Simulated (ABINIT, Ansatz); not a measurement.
**Rb2Pd (Fm-3m): changed settings of a GW run in ABINIT**

Aim: change inputs of a GW run on Rb2Pd (Fm-3m) and see what moves.

Main program and level: ABINIT 10.8.3; PBEsol and many-body steps on it, plane waves.

In doubt: a PseudoDojo file used here is known to give poor structures and forces, which bears on pressures, cells, forces and phonons.

**1. Starting point**

Symmetry: Fm-3m, No. 225, cubic system. The conventional cell has a = 8.246 Å, b = 8.246 Å, c = 8.246 Å, α = 90.00°, β = 90.00°, γ = 90.00°. Rb has 4 Pd at 3.57 Å nearest. Nearest to Pd lie 8 Rb at 3.57 Å. Farther neighbours are not listed.

Coordinates:

```cif
data_structure
_symmetry_space_group_name_H-M 'Fm-3m'
_symmetry_Int_Tables_number 225
_cell_length_a 8.2464
_cell_length_b 8.2464
_cell_length_c 8.2464
_cell_angle_alpha 90.000
_cell_angle_beta 90.000
_cell_angle_gamma 90.000
_cell_volume 560.79
loop_
_atom_site_label
_atom_site_type_symbol
_atom_site_symmetry_multiplicity
_atom_site_Wyckoff_symbol
_atom_site_fract_x
_atom_site_fract_y
_atom_site_fract_z
_atom_site_occupancy
Rb1 Rb 8 c 0.25000 0.75000 0.75000 1
Pd1 Pd 4 a 0.00000 0.00000 0.00000 1
```

The cell and positions are those that the Materials Project relaxed with its own functionals (PBE, PBE+U or r2SCAN), kept fixed.

**2. Screening, 2×2×2 mesh, 110 bands, screening to 114.3 eV**

This step: ABINIT 10.8.3; RPA screening on PBEsol, plane waves, norm-conserving pseudopotentials.

The RPA dielectric matrix is built and inverted for each q.

Input file run.abi:

```
acell 3*1.0 Angstrom
rprim 
  -0.000000000000 4.123218000000 4.123218000000
  4.123218000000 0.000000000000 4.123218000000
  4.123218000000 4.123218000000 0.000000000000
ntypat 2
znucl 37 46
natom 3
typat 1 1 2
xred 
  0.250000000000 0.250000000000 0.250000000000
  0.750000000000 0.750000000000 0.750000000000
  0.000000000000 0.000000000000 0.000000000000
pp_dirpath "pseudos"
pseudos "Rb.upf, Pd.upf"
ecut 37
ngkpt 2 2 2
nshiftk 1
shiftk 0 0 0
kptopt 1
chksymbreak 0
istwfk *1
occopt 1
irdwfk 1
optdriver 3
nband 110
ecuteps 4.2
inclvkb 2
awtr 1
symchi 1
indata_prefix "in"
outdata_prefix "out"
tmpdata_prefix "tmp"
```

Run with:

```console
$ OMP_NUM_THREADS=1 mpirun -n 4 abinit run.abi > log
```

The log of the run:

```text
.Version 10.8.3 of ABINIT. v10.8.2 released Aug 2026.

 Symmetries : space group Fm -3 m (#225); Bravais cF (face-center cubic)
[... echo of the input left out ...]
== DATASET  1 ==================================================================
-   mpi_nproc: 4, omp_nthreads: 1 (-1 if OMP is not activated)

--- !DatasetInfo
iteration_state: {dtset: 1, }
dimensions: {natom: 3, nkpt: 3, mband: 110, nsppol: 1, nspinor: 1, nspden: 1, mpw: 10200, }
cutoff_energies: {ecut:  37.0, pawecutdg:  -1.0, }
electrons: {nelect:   3.60000000E+01, charge:   0.00000000E+00, occopt:   1.00000000E+00, tsmear:   1.00000000E-02, }

 SCREENING: Calculation of the susceptibility and dielectric matrices

 Based on a program developped by R.W. Godby, V. Olevano, G. Onida, and L. Reining.
 Incorporated in ABINIT by V. Olevano, G.-M. Rignanese, and M. Torrent.
.Using double precision arithmetic ; gwpc =  8

[... cell and pseudopotentials left out ...]
--------------------------------------------------------------------------------

 ==== K-mesh for the wavefunctions ====
 Number of points in the irreducible wedge :     3
[... list of points left out ...]
 Together with 48 symmetry operations and time-reversal symmetry
 yields     8 points in the full Brillouin Zone.

 ==== Q-mesh for the screening function ====
 Number of points in the irreducible wedge :     3
[... list of points left out ...]
 Together with 48 symmetry operations and time-reversal symmetry
 yields     8 points in the full Brillouin Zone.

 setmesh: FFT mesh size selected  =    45x   45x   45
          total number of points  =        91125

 vcoul_init : cutoff-mode = AUXILIARY_FUNCTION
 q-points for optical limit:   1
     1)      0.000010    0.000020    0.000030

- screening: taking advantage of time-reversal symmetry
- Maximum band index for partially occupied states nbvw = 18
- Remaining bands to be divided among processors   nbcw = 92
- Number of bands treated by each node ~23

 Number of electrons calculated from density =   36.0000; Expected =   36.0000
 average of density, n =  0.038051
 r_s =    1.8444
 omega_plasma =   18.8165 [eV]

 calculating chi0 at frequencies [eV] :
  1    0.000000E+00    0.000000E+00
  2    0.000000E+00    1.881651E+01

--------------------------------------------------------------------------------
  q-point number  1        q = ( 0.000000, 0.000000, 0.000000) [r.l.u.]
--------------------------------------------------------------------------------
[... chi0 elements left out ...]
 For q-point:  0.000010 0.000020 0.000030
  dielectric constant =  21.8771
  dielectric constant without local fields =  32.0316

  Average fulfillment of the sum rule on Im[epsilon] for q-point    1 :     56.01  [%]
[... wings left out ...]
  q-point number  2        q = ( 0.500000, 0.000000, 0.000000) [r.l.u.]
--------------------------------------------------------------------------------
[... chi0 elements left out ...]
  Average fulfillment of the sum rule on Im[epsilon] for q-point    2 :     62.66  [%]

 [... 1 further q-points ...]
```

The job ended after 14 s (4 MPI ranks of Arm Neoverse V2, shared host; peak memory 1.4 GiB; 55 s of CPU time).

Numbers from this step:

```yaml
eps_infinity_with_local_fields_on_this_mesh_along_the_program_s_q_direction: 21.88
the_same_without_local_fields: 32.03
plasma_frequency: 18.82 eV
plane_waves_in_the_screening_matrix: 387
```

Local fields lower ε∞ by 32 %. On a Γ-centred mesh this coarse the value itself is usually too large, while a short band sum pulls it down.

**3. Base**

The self-energy is evaluated for the states that the input lists, and the levels follow from it, in one-shot runs by the linearised quasiparticle equation.

This step: G0W0 on PBEsol, plane waves, norm-conserving pseudopotentials.

Edit run.abi of step 2 so:

```diff
@@ -24,8 +24,19 @@
 irdwfk 1
-optdriver 3
+optdriver 4
 nband 110
+gwcalctyp 0
+ecutsigx 37
+symsigma 1
+nkptgw 3
+kptgw 
+  0.5000000000 0.5000000000 0.0000000000
+  0.5000000000 0.0000000000 0.0000000000
+  0.0000000000 0.0000000000 0.0000000000
+bdgw 
+  17 20
+  16 21
+  16 21
 ecuteps 4.2
-inclvkb 2
-awtr 1
-symchi 1
+irdscr 1
+ppmodel 1
 indata_prefix "in"
```

The log of the run:

```text
.Version 10.8.3 of ABINIT. v10.8.2 released Aug 2026.

 Symmetries : space group Fm -3 m (#225); Bravais cF (face-center cubic)
[... echo of the input left out ...]
== DATASET  1 ==================================================================
-   mpi_nproc: 4, omp_nthreads: 1 (-1 if OMP is not activated)

--- !DatasetInfo
iteration_state: {dtset: 1, }
dimensions: {natom: 3, nkpt: 3, mband: 110, nsppol: 1, nspinor: 1, nspden: 1, mpw: 10200, }
cutoff_energies: {ecut:  37.0, pawecutdg:  -1.0, }
electrons: {nelect:   3.60000000E+01, charge:   0.00000000E+00, occopt:   1.00000000E+00, tsmear:   1.00000000E-02, }

 SIGMA: Calculation of the GW corrections

 Based on a program developped by R.W. Godby, V. Olevano, G. Onida, and L. Reining.
 Incorporated in ABINIT by V. Olevano, G.-M. Rignanese, and M. Torrent.
.Using double precision arithmetic ; gwpc =  8

[... cell and pseudopotentials left out ...]
--------------------------------------------------------------------------------

 ==== K-mesh for the wavefunctions ====
 Number of points in the irreducible wedge :     3
[... list of points left out ...]
 Together with 48 symmetry operations and time-reversal symmetry
 yields     8 points in the full Brillouin Zone.

 ==== Q-mesh for screening function ====
 Number of points in the irreducible wedge :     3
[... list of points left out ...]
 Together with 48 symmetry operations and time-reversal symmetry
 yields     8 points in the full Brillouin Zone.

 vcoul_init : cutoff-mode = AUXILIARY_FUNCTION
 q-points for optical limit:   1
     1)      0.000010    0.000020    0.000030
 setmesh: FFT mesh size selected  =    64x   64x   64
          total number of points  =       262144

 Number of electrons calculated from density =   36.0000; Expected =   36.0000
 average of density, n =  0.038051
 r_s =    1.8444
 omega_plasma =   18.8165 [eV]

 === KS Band Gaps ===
  >>>> For spin  1
   Minimum direct gap =   0.8896 [eV], located at k-point      :   0.5000  0.5000  0.0000
   Fundamental gap    =   0.8589 [eV], Top of valence bands at :   0.5000  0.5000  0.0000
                                       Bottom of conduction at :   0.5000  0.0000  0.0000
 SIGMA fundamental parameters:
 PLASMON POLE MODEL  1
 number of plane-waves for SigmaX                10081
 number of plane-waves for SigmaC and W            387
 number of plane-waves for wavefunctions         10081
 number of bands                                   110
 number of independent spin polarizations            1
 number of spinorial components                      1
 number of k-points in IBZ                           3
 number of q-points in IBZ                           3
 number of symmetry operations                      48
 number of k-points in BZ                            8
 number of q-points in BZ                            8
 number of frequencies for dSigma/dE                 9
 frequency step for dSigma/dE [eV]                0.25
 number of omega for Sigma on real axis              0
 max omega for Sigma on real axis  [eV]           0.00
 zcut for avoiding poles [eV]                     0.10

 EPSILON^-1 parameters (SCR file):
 dimension of the eps^-1 matrix on file            387
 dimension of the eps^-1 matrix used               387
 number of plane-waves for wavefunctions         10081
 number of bands                                   110
 number of q-points in IBZ                           3
 number of frequencies                               2
 number of real frequencies                          1
 number of imag frequencies                          1

 matrix elements of self-energy operator (all in [eV])

 Perturbative Calculation

--- !SelfEnergy_ee
iteration_state: {dtset: 1, }
kpoint     : [   0.500,    0.500,    0.000, ]
spin       : 1
KS_gap     :    0.890
QP_gap     :    1.694
Delta_QP_KS:    0.804
data: !SigmaeeData |
     Band     E0 <VxcDFT>   SigX SigC(E0)      Z dSigC/dE  Sig(E)    E-E0       E
       17   0.844 -21.418 -26.331   5.021   0.701  -0.426 -21.342   0.076   0.919
       18   1.335  -9.673 -10.318   0.228   0.766  -0.306  -9.993  -0.320   1.016
       19   2.225  -6.868  -3.364  -2.889   0.787  -0.270  -6.384   0.484   2.709
       20   3.809  -7.522  -4.450  -2.881   0.786  -0.272  -7.372   0.150   3.959

--- !SelfEnergy_ee
iteration_state: {dtset: 1, }
kpoint     : [   0.500,    0.000,    0.000, ]
spin       : 1
KS_gap     :    1.190
QP_gap     :    1.672
Delta_QP_KS:    0.482
data: !SigmaeeData |
     Band     E0 <VxcDFT>   SigX SigC(E0)      Z dSigC/dE  Sig(E)    E-E0       E
       16   0.813 -21.358 -26.412   5.137   0.701  -0.426 -21.300   0.057   0.871
       17   0.813 -21.358 -26.412   5.137   0.701  -0.426 -21.300   0.057   0.871
[...]
--- !SelfEnergy_ee
iteration_state: {dtset: 1, }
kpoint     : [   0.000,    0.000,    0.000, ]
spin       : 1
KS_gap     :    3.013
QP_gap     :    3.616
Delta_QP_KS:    0.604
data: !SigmaeeData |
     Band     E0 <VxcDFT>   SigX SigC(E0)      Z dSigC/dE  Sig(E)    E-E0       E
[...]
19   3.852  -7.445  -3.579  -3.019   0.787  -0.271  -6.779   0.666   4.518
       20   3.852  -7.445  -3.579  -3.019   0.787  -0.271  -6.779   0.666   4.518
       21   3.852  -7.445  -3.579  -3.019   0.787  -0.271  -6.779   0.666   4.518

 New Fermi energy :        6.401806E-02 Ha ,    1.742020E+00 eV

 === QP Band Gaps ===
  >>>> For spin  1
   Minimum direct gap =   1.6723 [eV], located at k-point      :   0.5000  0.0000  0.0000
   Fundamental gap    =   1.4526 [eV], Top of valence bands at :   0.5000  0.5000  0.0000
                                       Bottom of conduction at :   0.5000  0.0000  0.0000

== END DATASET(S) ==============================================================
================================================================================

 -outvars: echo values of variables after computation  --------
           etotal      0.0000000000E+00
            nband         110
             nkpt           3
          spgroup         225
 [... the other variables as echoed above ...]

 Calculation completed.
```

Run time: 15 s. Hardware: 4 MPI ranks; peak memory 1.4 GiB.

Numbers from this step:

* G0W0 gap on the points computed: 1.452 eV
* starting gap on the mesh: 0.8591 eV
* k of the valence top: 0.5, 0.5, 0
* k of the conduction bottom: 0.5, 0, 0
* Z at the valence top: 0.766
* Z at the conduction bottom: 0.791
* least direct G0W0 gap on the computed points: 1.597 eV

The gap on the mesh goes from 0.86 eV to 1.45 eV, a correction of +0.59 eV.

[end of part 1 of 2]

[Paths, hosts, dates, memory and timing lines, banners, echoed tables and standing remarks are left out of the program output.]

[Logs are printed without paths, hosts, clocks, repeated set-up lines and the standing remarks that a program may print on its own settings, such as how far it seeks lower states.]

[Runs of the session that timed out or met a known fault of the program may be left out.]

[No measured gap is set beside runs whose start may be inverted or whose files or cutoffs have a known fault.]

[Hosts, paths, dates, database ids (printed as entryN), source tags and the programs' standing remarks are cut or masked in the printed files.]

[G0W0 gaps are taken among the corrected bands and points alone; a level outside them can change the order at an edge.]

[Where Ansatz stands beside ABINIT at settings called matched, ABINIT's density can come from a denser mesh and the files from another edition; pairs whose starting gaps differed by over 0.03 eV were left out, so agreement reads better than it is.]
